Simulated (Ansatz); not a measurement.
Planning a GW calculation on Ta2O5 (Pmmn).

```
Ta O
1.0
     3.84085    0.00000    0.00000
     0.00000   13.03732    0.00000
     0.00000    0.00000    3.87416
Ta O
4 10
Direct
  0.00000 0.14580 0.02271
  0.50000 0.35420 0.97729
  0.50000 0.64580 0.97729
  0.00000 0.85420 0.02271
  0.50000 0.18523 0.00206
  0.00000 0.31477 0.99794
  0.00000 0.68523 0.99794
  0.50000 0.81477 0.00206
  0.00000 0.85107 0.50765
  0.50000 0.64893 0.49235
  0.50000 0.35107 0.49235
  0.50000 0.50000 0.99500
  0.00000 0.00000 0.00500
  0.00000 0.14893 0.50765
```

The cell and positions are those that the Materials Project relaxed with its own functionals (PBE, PBE+U or r2SCAN), kept fixed. Spin-orbit coupling is left out unless a run names it.

Runs so far (Ansatz 0.2.0, start LDA, hard PAW files, 4×2×4 mesh). Times are wall times on 1 × NVIDIA H100 80GB HBM3 (shared by 3 runs) with 4 threads of AMD EPYC 7R13 (Zen 3), shared host, good to a factor of about two.

| bands summed | cutoff (eV) | gap on the mesh (eV) | time |
| --- | --- | --- | --- |
| 524 | 100 | 3.614 | 68 s |
| 975 | 160 | 3.691 | 2.2 min |
| 1721 | 240 | 3.787 | 7.4 min |

Question: What should the next rung give, with 2724 bands and screening to 330 eV, and where is the limit?

The error falls about as one over the bands when the cutoff rises with them. A line through the two highest rungs given predicts 3.833 eV; the run gave 3.849 eV, close to it. The two highest rungs put the limit near 3.955 eV, the pair below near 3.912 eV; their difference is a rough measure of what is unsettled in bands and cutoff; the mesh is a separate error.

Gaps are over the mesh's points; an edge off the mesh would be missed. Limits: not at the basis limit; no spin-orbit coupling; coarse k mesh.

[Paths, hosts, dates, memory and timing lines, banners, echoed tables and standing remarks are left out of the program output.]

[Logs are printed without paths, hosts, clocks, repeated set-up lines and the standing remarks that a program may print on its own settings, such as how far it seeks lower states.]

[Runs of the session that timed out or met a known fault of the program may be left out.]

[Cells called generated may have been cut or substituted from an entry of the Crystallography Open Database or the Materials Project.]

[Hosts, paths, dates, database ids (printed as entryN), source tags and the programs' standing remarks are cut or masked in the printed files.]
